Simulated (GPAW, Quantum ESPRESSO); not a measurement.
# Near-edge structure at the O K edge of HfO2 (Fm-3m), part 2 of 6

Do two independent programs agree on the O K edge of HfO2 (Fm-3m)? The same cell and functional are run with XSpectra and with GPAW.

Quantum ESPRESSO 7.5 and GPAW 26.7.0; core-hole supercells, plane-wave PAW PBE.

So far. Step 2 (The field without a hole (Quantum ESPRESSO)): The mesh shows a gap of 3.97 eV, so the hole is first treated in a charged cell, without the excited electron. Step 3 (Spectrum without a core hole, O atom 2 (Quantum …): Main maxima below 24 eV (height): 0.7 eV (1.23), 5.0 eV (2.33), 9.0 eV (1.43), 12.7 eV (1.22), 16.2 eV (0.91) and 22.2 eV (1.35).

### Step 6. The atom with a core hole (Quantum ESPRESSO)

Level of this step: all-electron atom with a core hole and its PAW potential, PBE, scalar-relativistic (Quantum ESPRESSO).

The frozen core must hold the hole, so the absorber gets a data set of its own.

O.pbe-n-kjpaw-1sch.ld1.in reads:

```
&input
   title='O', zed=8., rel=1, iswitch=3, dft='PBE',
   config='1s1 2s2 2p5'
/
&inputp
   file_pseudopw='O.pbe-n-kjpaw-1sch.UPF', author='',
   lpaw=.true.,
   pseudotype=3,
   lloc=-1,
   rcloc=1.1,
   which_augfun='PSQ',
   rmatch_augfun_nc=.true.,
   nlcc=.true.,
   new_core_ps=.true.,
   rcore=0.7,
   tm=.true.,
   zval=7,
   lgipaw_reconstruction=.true., use_paw_as_gipaw=.true.
/
4
2S  1  0  2.00  0.00  1.00  1.30  0.0
2S  1  0  0.00  1.00  1.00  1.30  0.0
2P  2  1  5.00  0.00  0.90  1.35  0.0
2P  2  1  0.00  0.05  0.90  1.35  0.0
```

Launch:

```console
$ ld1.x < O.pbe-n-kjpaw-1sch.ld1.in > O.pbe-n-kjpaw-1sch.ld1.out
```

The log of the run:

```text
     [... banner and references ...]
PAW data will be used for GIPAW calculation
     --------------------------- All-electron run ----------------------------

     O
     scalar relativistic calculation

     atomic number is  8.00
     dft =PBE   lsd =0 sic =0 latt =0  beta=0.20 tr2=1.0E-14
     Exchange-correlation= PBE
                           (   1   4   3   4   0   0   0)
     mesh =1095 r(mesh) =  99.04343 a.u. xmin = -7.00 dx = 0.01250
     1 Ry =  13.60569312 eV, c = 137.03599908

     n l     nl                  e(Ry)          e(Ha)          e(eV)
     1 0     1S 1( 1.00)       -42.2555       -21.1277      -574.9151
     2 0     2S 1( 2.00)        -1.9484        -0.9742       -26.5092
     2 1     2P 1( 5.00)        -0.8534        -0.4267       -11.6109

     final scf error:  9.0E-15 reached in  28 iterations

     Etot =    -110.691273 Ry,     -55.345636 Ha,   -1506.031488 eV

     Ekin =     110.377054 Ry,      55.188527 Ha,    1501.756329 eV
     Encl =    -271.747232 Ry,    -135.873616 Ha,   -3697.309445 eV
     Eh   =      64.143532 Ry,      32.071766 Ha,     872.717207 eV
     Exc  =     -13.464627 Ry,      -6.732313 Ha,    -183.195579 eV

     normalization and overlap integrals

     s(1S/1S) =  1.000000  <r> =   0.1922  <r2> =    0.0497  r(max) =   0.1266
     s(1S/2S) = -0.000243
     s(2S/2S) =  1.000000  <r> =   1.0648  <r2> =    1.3830  r(max) =   0.8151
     s(2P/2P) =  1.000000  <r> =   1.0977  <r2> =    1.6069  r(max) =   0.7104

     ------------------------ End of All-electron run ------------------------

     --------------------- Generating PAW atomic setup --------------------

      Generating local potential from pseudized AE potential:
      Matching radius rcloc =   1.1000

[...]
(   1   4   3   4   0   0   0)
     mesh =1095 r(mesh) =  99.04343 a.u. xmin = -7.00 dx = 0.01250
     1 Ry =  13.60569312 eV, c = 137.03599908

     n l     nl                  e(Ry)          e(Ha)          e(eV)
[...]
final scf error:  9.0E-15 reached in  28 iterations

     Etot =    -110.691273 Ry,     -55.345636 Ha,   -1506.031488 eV

     Ekin =     110.377054 Ry,      55.188527 Ha,    1501.756329 eV
     Encl =    -271.747232 Ry,    -135.873616 Ha,   -3697.309445 eV
     Eh   =      64.143532 Ry,      32.071766 Ha,     872.717207 eV
     Exc  =     -13.464627 Ry,      -6.732313 Ha,    -183.195579 eV

     normalization and overlap integrals

     s(1S/1S) =  1.000000  <r> =   0.1922  <r2> =    0.0497  r(max) =   0.1266
     s(1S/2S) = -0.000243
     s(2S/2S) =  1.000000  <r> =   1.0648  <r2> =    1.3830  r(max) =   0.8151
     s(2P/2P) =  1.000000  <r> =   1.0977  <r2> =    1.6069  r(max) =   0.7104

     ------------------------ End of All-electron run ------------------------

     ---------------------- Testing the pseudopotential ----------------------

     O
     scalar relativistic calculation

     atomic number is  8.00   valence charge is  7.00
     dft = SLA  PW   PBX  PBC   lsd =0 sic =0 latt =0  beta=0.20 tr2=1.0E-14
     mesh =1095 r(mesh) =  99.04343 xmin = -7.00 dx = 0.01250

     n l     nl             e AE (Ry)        e PS (Ry)    De AE-PS (Ry)
     1 0     2S   1( 2.00)       -1.94839       -1.94839        0.00000
     2 1     2P   1( 5.00)       -0.85338       -0.85339        0.00001

     eps = 6.0E-18  iter =  4

     Etot =    -110.691273 Ry,     -55.345636 Ha,   -1506.031488 eV
     Etotps =   -51.563652 Ry,     -25.781826 Ha,    -701.559225 eV

     Ekin =      48.398334 Ry,      24.199167 Ha,     658.492884 eV
     Encl =    -128.343327 Ry,     -64.171663 Ha,   -1746.199920 eV
     Ehrt =      41.845963 Ry,      20.922981 Ha,     569.343330 eV
     Ecxc =     -13.464622 Ry,      -6.732311 Ha,    -183.195520 eV
     (Ecc =      -0.076871 Ry,      -0.038436 Ha,      -1.045890 eV)

     ---------------------- End of pseudopotential test ----------------------
```

The job ended after 0.63 s (1 MPI rank of Arm Neoverse V2, shared host; peak memory 0.12 GiB).

Removing the core electron and adding it to the valence shell costs the free atom 534.9 eV.

### Step 7. Supercell with FCH, O atom 2 (Quantum ESPRESSO)

The holes are 6.3 Å apart. The excited electron is left out and a uniform background balances the charge.

scf.in reads:

```
&control
   calculation='scf', prefix='x', pseudo_dir='../pp', outdir='tmp', tprnfor=.true.
/
&system
   ibrav=0, nat=18, ntyp=3, nbnd=76
   ecutwfc=50, ecutrho=360
   occupations='fixed'
   tot_charge=1
/
&electrons
   conv_thr=1.8e-07, electron_maxstep=120
   mixing_beta=0.5
/
ATOMIC_SPECIES
Hf 1.0 Hf.pbe-spn-kjpaw.UPF
O0 1.0 O.pbe-n-kjpaw-1sch.UPF
O 1.0 O.pbe-n-kjpaw.UPF
CELL_PARAMETERS angstrom
  2.55750000 5.11500000 -2.55750000
  5.11500000 -2.55750000 2.55750000
  2.55750000 -5.11500000 -2.55750000
ATOMIC_POSITIONS crystal
Hf   0.00000000 0.00000000 0.00000000
Hf   0.50000000 0.00000000 0.50000000
Hf   0.00000000 0.33333333 0.33333333
Hf   0.50000000 0.66666667 0.16666667
Hf   0.50000000 0.33333333 0.83333333
Hf   0.00000000 0.66666667 0.66666667
O0   0.37500000 0.00000000 0.12500000
O    0.87500000 0.00000000 0.62500000
O    0.37500000 0.33333333 0.45833333
O    0.87500000 0.66666667 0.29166667
O    0.87500000 0.33333333 0.95833333
O    0.37500000 0.66666667 0.79166667
O    0.12500000 0.33333333 0.70833333
O    0.62500000 0.33333333 0.20833333
O    0.12500000 0.66666667 0.04166667
O    0.62500000 0.00000000 0.87500000
O    0.62500000 0.66666667 0.54166667
O    0.12500000 0.00000000 0.37500000
K_POINTS automatic
3 4 4 0 0 0
```

Launch:

```console
$ OMP_NUM_THREADS=1 mpirun --oversubscribe --bind-to none -np 4 pw.x -nk 4 -in scf.in > scf.out
```

The log of the run:

```text
     [... banner and references ...]
[banner, memory and clock lines left out]
using ibrav=0 with symmetry is DISCOURAGED, use correct ibrav instead

     G-vector sticks info

     bravais-lattice index     =            0
     lattice parameter (alat)  =      11.8383  a.u.
     unit-cell volume          =    1354.6427 (a.u.)^3
     number of atoms/cell      =           18
     number of atomic types    =            3
     number of electrons       =       144.00
     number of Kohn-Sham states=           76
     kinetic-energy cutoff     =      50.0000  Ry
     charge density cutoff     =     360.0000  Ry
     scf convergence threshold =      1.8E-07
     mixing beta               =       0.5000
     number of iterations used =            8  plain     mixing
     Exchange-correlation= SLA  PW   PBX  PBC
                           (   1   4   3   4   0   0   0)

     celldm(1)=  11.838322  celldm(2)=   0.000000  celldm(3)=   0.000000
     celldm(4)=   0.000000  celldm(5)=   0.000000  celldm(6)=   0.000000

     crystal axes: (cart. coord. in units of alat)
               a(1) = (   0.408248   0.816497  -0.408248 )
               a(2) = (   0.816497  -0.408248   0.408248 )
               a(3) = (   0.408248  -0.816497  -0.408248 )

     reciprocal axes: (cart. coord. in units 2 pi/alat)
               b(1) = (  0.612372  0.612372 -0.612372 )
               b(2) = (  0.816497 -0.000000  0.816497 )
               b(3) = (  0.204124 -0.612372 -1.020621 )

     PseudoPot. #1 for Hf:     Pseudo is Projector augmented-wave + core cor, Zval = 12.0

     ../pp/O.pbe-n-kjpaw-1sch.UPF
     Pseudo is Projector augmented-wave + core cor, Zval =  7.0
     Shape of augmentation charge: PSQ
[...]
total energy              =   -4691.44338753 Ry
     estimated scf accuracy    <       0.00000255 Ry

     iteration # 12     ecut=    50.00 Ry     beta= 0.50
     Davidson diagonalization with overlap
     ethr =  1.77E-09,  avg # of iterations =  5.9

     End of self-consistent calculation

          k = 0.0000 0.0000 0.0000 (  8101 PWs)   bands (ev):

   -49.4894 -49.4802 -49.4797 -49.4504 -49.0321 -49.0262 -18.4261 -18.2519
   -18.2330 -18.2027 -18.1027 -18.0942 -18.0449 -18.0359 -18.0089 -17.9551
   -17.9456 -17.9272 -17.7092 -17.6809 -17.6089 -17.6021 -17.5508 -17.5460
[...]
9.3162   9.4705   9.4812   9.7511  10.0179  10.4047  10.5867  10.8037
    10.8608  10.9164  11.0406  11.1788  11.3746  11.3768  11.4122  11.4408
    15.8332  15.8347  16.1140  16.2568

     [... bands of 16 further k-points ...]

     highest occupied, lowest unoccupied level (ev):    11.8895   15.6911

!    total energy              =   -4691.44338814 Ry
     total all-electron energy =   -182712.459898 Ry
     estimated scf accuracy    <       0.00000008 Ry

     The total energy is the sum of the following terms:
     one-electron contribution =    -155.34344901 Ry
     hartree contribution      =     175.10687529 Ry
     xc contribution           =    -340.10896411 Ry
     ewald contribution        =    -816.09598100 Ry
     one-center paw contrib.   =   -3555.00186931 Ry

     convergence has been achieved in  12 iterations

     Forces acting on atoms (cartesian axes, Ry/au):

     atom    1 type  1   force =    -0.06521333   -0.06429300    0.06521333
     atom    2 type  1   force =     0.06556979   -0.06802108   -0.06556979
     atom    3 type  1   force =     0.00185011    0.00067021   -0.00059050
[...]
atom   17 type  3   force =    -0.00974583   -0.00974983    0.03481312
     atom   18 type  3   force =     0.00040932    0.04388013   -0.00040932

     Total force =     0.253018     Total SCF correction =     0.000680

     XML data file, charge density, pseudopotentials, collected wavefunctions
```

Wall time 2.3 min (4 MPI ranks); peak memory 0.35 GiB.

Energy with the hole: -2485929.659 eV, cores included.

(Part 2 of 6 ends here.)

[Banner, clock and machine lines of the logs are left out without a mark of their own.]

[Logs are printed without paths, hosts, clocks, repeated set-up lines and the standing remarks that a program may print on its own settings, such as how far it seeks lower states.]

[Hosts, paths, dates, database ids (printed as entryN), source tags and the programs' standing remarks are cut or masked in the printed files.]

[Lists of maxima count a maximum above −3 eV only where it reaches 4 % of the highest in the window and stands out from its surroundings by 2 % of it (1.5 % where it reaches 55 %); shoulders and weaker maxima are passed over, and of the rest the first, up to two pre-edge ones and the few strongest are named.]
